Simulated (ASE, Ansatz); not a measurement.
# Random hcp alloy of Hf and Zr (288 atoms): geometry optimisation, part 2 of 2

Wanted: the relaxed structure of random hcp alloy of Hf and Zr (288 atoms) and its electronic structure.

Ansatz 0.2.0; Kohn-Sham DFT, PBE, PAW (set soft_2), plane waves.

The cell: 252 Zr and 36 Hf. The host structure and its lattice constant were typed by rule, without a check against the phase diagram. The Brillouin zone is sampled at Γ only, in a cell whose shortest periodic width is 17 Å. The levels lack spin–orbit coupling.

So far. Step 3 (Cell and atoms relaxed): The relaxation changed the energy by -4.77 meV/atom, and atoms moved by 0.039 Å r.m.s., 0.088 Å at most.

## Step 5: Single point at the relaxed geometry

One more single point at the end of the walk gives the fuller output and checks the residual forces.

The input, input.yaml:

```yaml
crystal:
  lattice:
    - [19.306, -0.00113, -0.00519]
    - [-9.65398, 16.71968, 0.00407]
    - [-0.0055, 0.00181, 20.75075]
  atoms:
    - { symbol: Zr, position: [0.99986, 0.99951, 0.99999] }
    - { symbol: Zr, position: [0.05664, 0.11162, 0.12615] }
    - { symbol: Hf, position: [0.00108, 0.00032, 0.25022] }
    - { symbol: Zr, position: [0.05545, 0.11005, 0.37452] }
    - { symbol: Hf, position: [0.99978, 0.99948, 0.49978] }
    - { symbol: Zr, position: [0.05511, 0.11065, 0.62413] }
    - { symbol: Zr, position: [0.99971, 0.99978, 0.74963] }
    - { symbol: Zr, position: [0.05586, 0.11117, 0.87515] }
    - { symbol: Zr, position: [5.0e-05, 0.16662, 0.99997] }
    - { symbol: Zr, position: [0.05585, 0.27772, 0.12511] }
    - { symbol: Zr, position: [0.99968, 0.16584, 0.25067] }
    - { symbol: Zr, position: [0.05492, 0.27794, 0.37507] }
    - { symbol: Zr, position: [0.99933, 0.16581, 0.49926] }
    - { symbol: Zr, position: [0.05525, 0.27747, 0.6249] }
    - { symbol: Zr, position: [6.0e-05, 0.16674, 0.74998] }
    - { symbol: Zr, position: [0.05583, 0.27805, 0.87503] }
    - { symbol: Zr, position: [4.0e-05, 0.33329, 4.0e-05] }
    - { symbol: Zr, position: [0.05576, 0.44511, 0.12502] }
    - { symbol: Zr, position: [0.99951, 0.33385, 0.25008] }
    - { symbol: Zr, position: [0.05578, 0.44522, 0.3754] }
    - { symbol: Zr, position: [0.99894, 0.33375, 0.50055] }
    - { symbol: Zr, position: [0.05585, 0.44493, 0.62507] }
    - { symbol: Zr, position: [0.99973, 0.33387, 0.74926] }
    - { symbol: Zr, position: [0.05612, 0.44472, 0.87458] }
    - { symbol: Zr, position: [0.00038, 0.50097, 0.00039] }
    - { symbol: Hf, position: [0.05638, 0.61124, 0.12459] }
    - { symbol: Zr, position: [0.99938, 0.50006, 0.24965] }
    - { symbol: Zr, position: [0.05505, 0.61086, 0.37561] }
    - { symbol: Hf, position: [0.99931, 0.49953, 0.50014] }
    - { symbol: Zr, position: [0.05472, 0.61074, 0.62467] }
    - { symbol: Zr, position: [0.00012, 0.5003, 0.75031] }
    - { symbol: Zr, position: [0.0557, 0.61237, 0.87541] }
    [... 250 atom lines left out ...]
    - { symbol: Zr, position: [0.83282, 0.83369, 0.24926] }
    - { symbol: Zr, position: [0.89027, 0.9456, 0.37452] }
    - { symbol: Zr, position: [0.8336, 0.83431, 0.50028] }
    - { symbol: Hf, position: [0.88945, 0.9448, 0.62417] }
    - { symbol: Zr, position: [0.83393, 0.83369, 0.74958] }
    - { symbol: Zr, position: [0.88881, 0.94463, 0.87507] }
kpoints:
  mp_grid: { grid: [1, 1, 1] }
hamiltonian:
  xc: pbe
scf:
  occupations: { method: fermi_dirac, width: 0.1 }
output:
  forces: true
  stress: true
  populations: intrinsic
  dos:
    method: { smearing: { sigma: 0.1 } }
    de: 0.1
    projected: { site_lists: { Hf: [Hf], Zr: [Zr] } }
  eigenvalues: true
  write_density: true
  write_potential: true
  volumetric_format: npy
```

Launch:

```console
$ ansatz run input.yaml --threads 32 --pin off --max-ram 143360MiB --backend cuda --events-out ev --progress --plain --runs-dir out
```

Numbers of over 12 decimals in the logs are rounded to 6 here.

The program printed:

```text
[...]
GPU FFT provider: cuFFT
GPU libraries: cuBLAS 13.8.1, cuFFT 12.4.0, cuSOLVER 12.3.2
[...]
Crystal: 288 atoms, lattice volume = 6697.911 Å³
Basis set: ecut = 420 eV, 130933 PW (Γ), exchange–correlation on 270×270×288 points (8 copies of the dense FFT grid, shifted against one another)
Bands: 2376, of which v1, the nominal top of the filled ones, is band 1980 counted from 1 (1979 counted from 0)
Symmetry: 1 space group operations
[...]
k-points: 1
[...]
GPU buffer pool allocated for 2624400 grid points (all kernels)
[...]
SCF iter   1: F=—  HF=-1620299.927280 eV  |F-HF|=—  |Δ(HF+E_count)|=         —  Δρ=3.02e-3  dr2=1.67e0  ethr=1.77e-3  ⟨swp⟩=11.0  Hψ=11599  notcnv=0
[...]
SCF iter  10: F=-1620300.014896 eV  HF=-1620300.014896 eV  |F-HF|=2.49e-8  |Δ(HF+E_count)|=   7.94e-8  Δρ=5.33e-7  dr2=2.97e-8  ethr=2.53e-12  ⟨swp⟩=145.0  Hψ=18775  notcnv=0
SCF 1 converged in 10 iterations: F = -1620300.014896 eV  dr2 = 2.97e-8
[...]
SCF converged after 10 iterations
Free energy (F): -1620300.014896 eV
[...]
Internal energy: -1620288.663452 eV  (E = F + TS)
E sigma→0 (E₀):  -1620294.339174 eV
Entropy (-TS):   -11.351444 eV (-39.415 meV/atom)
Fermi energy:    14.665588 eV
[...]
--- Forces (eV/Å), atoms counted from 1 ---
[... 288 lines of forces left out ...]
  max |Σ_I F_I| component: 4.81e-6 eV/Å
--- Stress (GPa, compression-positive) ---
       -0.026566       0.002396       0.011169
        0.002396      -0.021594      -0.000934
        0.011169      -0.000934      -0.002029
  P = ⅓ Tr σ = -0.0167 GPa (-0.167 kbar)
--- Band table (eV) ---
[... left out ...]
--- intrinsic populations: 288 sites ---
  site symbol       q [e]
[... 288 lines, one an atom, left out ...]
  spilling = -0.000000 (of n_electrons = 3960.000000)
```

Elapsed: 12 s, on 1 × NVIDIA GB200 with 32 threads of Arm Neoverse V2, shared host; peak memory 4.9 GiB; 44 s of CPU time.

That memory is the host's; the program planned up to 35.4 GiB on the GPU.

The run gave:

```yaml
free_energy: -1620300.0149 eV
free_energy_per_atom: -5626.0417 eV/atom
scf_cycles: 10
pressure: -0.01673 GPa
r_m_s_force_component: 0.00832 eV/Å
longest_force: 0.03182 eV/Å
fermi_energy: 14.67 eV
levels_partly_filled_by_over_2_per_cent: 131
```

Intrinsic-atomic-orbital charges by element:

| element | coordination | atoms | mean charge (e) | spread | least | most |
| --- | --- | --- | --- | --- | --- | --- |
| Hf | all | 36 | 0.0139 | 0.0041 | 0.0078 | 0.0228 |
| Zr | all | 252 | -0.002 | 0.0048 | -0.014 | 0.0119 |

States in the cell by windows of 0.5 eV, zero at the Fermi level; some projections on atomic orbitals stand beside the total:

| from (eV) | to (eV) | total | Zr d | Zr s | Hf d |
| --- | --- | --- | --- | --- | --- |
| -10 | -6.5 | 0.0 | 0.0 | 0.0 | 0.0 |
| -6.5 | -6 | 0.5 | 0.0 | 0.4 | 0.0 |
| -6 | -5.5 | 3.6 | 0.0 | 2.6 | 0.0 |
| -5.5 | -5 | 13.9 | 0.3 | 10.2 | 0.1 |
| -5 | -4.5 | 23.6 | 1.0 | 17.7 | 0.2 |
| -4.5 | -4 | 8.8 | 1.1 | 5.3 | 0.2 |
| -4 | -3.5 | 47.5 | 8.9 | 26.9 | 1.4 |
| -3.5 | -3 | 65.9 | 24.9 | 33.0 | 3.7 |
| -3 | -2.5 | 139.9 | 85.6 | 35.4 | 12.4 |
| -2.5 | -2 | 157.4 | 112.9 | 24.5 | 16.1 |
| -2 | -1.5 | 168.6 | 130.6 | 14.0 | 17.8 |
| -1.5 | -1 | 169.6 | 135.2 | 9.1 | 18.4 |
| -1 | -0.5 | 259.4 | 207.8 | 11.7 | 27.2 |
| -0.5 | 0 | 78.7 | 61.7 | 2.8 | 7.8 |
| 0 | 0.5 | 239.8 | 191.6 | 10.0 | 23.3 |
| 0.5 | 1 | 260.8 | 201.8 | 15.0 | 26.3 |

Between -26 and -10 eV lie 503 more states.

About 2319 of the 3960 electrons lie in deeper levels, below the stored range.

Not all projections were asked for or kept, so they needn't add up to the total.

The levels nearest the highest filled one (over half full), pooled over k-points and spins:

| level less the highest filled one (eV) | occupation |
| --- | --- |
| -0.0208 | 1.11 |
| -0.0112 | 1.06 |
| -0.0085 | 1.05 |
| -0.0071 | 1.04 |
| -0.0028 | 1.02 |
| 0 | 1.00 |
| 0.004 | 0.984 |
| 0.0078 | 0.964 |
| 0.0117 | 0.945 |
| 0.016 | 0.924 |
| 0.0209 | 0.899 |
| 0.0261 | 0.873 |

Mean intrinsic-atomic-orbital charges: Hf +0.01, Zr -0.00 e. Among metals such projection charges depend strongly on the orbitals used and are no measure of ionicity. Within 0.4 eV of the Fermi level the largest share is Zr d (84 % of the projected weight).

A closer look about Zr222, picked at random: 13 atoms, nearest first, numbered in the order of the input, with positions taken from that point.

| atom | x | y | z | distance (Å) | bonds | intrinsic-atomic-orbital charge (e) |
| --- | --- | --- | --- | --- | --- | --- |
| Zr222 | 0.00 | 0.00 | 0.00 | 0.00 | 12 | -0.01 |
| Hf279 | 1.60 | 0.93 | 2.58 | 3.18 | 12 | 0.02 |
| Zr223 | 0.01 | -1.86 | 2.59 | 3.19 | 12 | 0.00 |
| Zr231 | -1.61 | 0.93 | 2.60 | 3.20 | 12 | -0.01 |
| Zr221 | -0.01 | -1.86 | -2.60 | 3.20 | 12 | 0.00 |
| Zr277 | 1.61 | 0.92 | -2.61 | 3.20 | 12 | 0.00 |
| Zr229 | -1.61 | 0.93 | -2.61 | 3.21 | 12 | 0.00 |
| Zr270 | 3.21 | 0.00 | 0.00 | 3.21 | 12 | 0.00 |
| Zr174 | -3.21 | 0.00 | -0.01 | 3.21 | 12 | 0.00 |
| Zr278 | 1.61 | 2.78 | -0.01 | 3.22 | 12 | 0.00 |
| Zr214 | 1.61 | -2.79 | -0.02 | 3.22 | 12 | 0.01 |
| Zr166 | -1.62 | -2.79 | -0.01 | 3.22 | 12 | -0.01 |
| Zr230 | -1.61 | 2.79 | -0.01 | 3.23 | 12 | 0.00 |

The column of bonds counts only the pairs Zr-Zr within 3.62 Å, Zr-Hf within 3.62 Å, Hf-Hf within 3.62 Å; other neighbours, such as metal atoms beside each other in a compound, aren't counted, and periodic images can show an atom twice.

## Step 6: Results

| Property | Result |
| --- | --- |
| energy change in the relaxation | -4.772 meV/atom |
| r.m.s. displacement | 0.039 Å |
| largest displacement | 0.088 Å |
| free energy per atom | -5626.0417 eV/atom |
| density | 7.292 g/cm³ |
| pressure | -0.01673 GPa |
| r.m.s. force component | 0.00832 eV/Å |
| wall time of the 3 DFT runs | 44 s |

**Reading.** Relaxation lowers the energy by 4.77 meV/atom and moves atoms by 0.039 Å r.m.s.; the r.m.s. force component goes from 0.14 to 0.0083 eV/Å, the pressure goes from 0.44 to -0.017 GPa. Displacements are taken in the final cell, so they leave out its strain. By the final cutoffs no bond was broken or made. The r.m.s. move is of the size of the random displacements put into the start (0.035 Å r.m.s. in three dimensions). The cell grew by 0.4 % in volume. First to last step the energy falls by 1.374 eV, across changes of basis; the largest move, 0.09 Å, is that of Zr82. The Hf-Hf bonds change most in mean length: from 3.194 Å (spread 0.032) to 3.177 Å (spread 0.016). Counting bonds as in the table, all Hf atoms have 12 and all Zr atoms have 12 bonded neighbours. 131 levels are partly filled, by over 2 % (at Γ alone), as in a metal.

[Logs are printed without paths, hosts, clocks, repeated set-up lines and the standing remarks that a program may print on its own settings, such as how far it seeks lower states.]

[Hosts, paths, dates, database ids (printed as entryN), source tags and the programs' standing remarks are cut or masked in the printed files.]
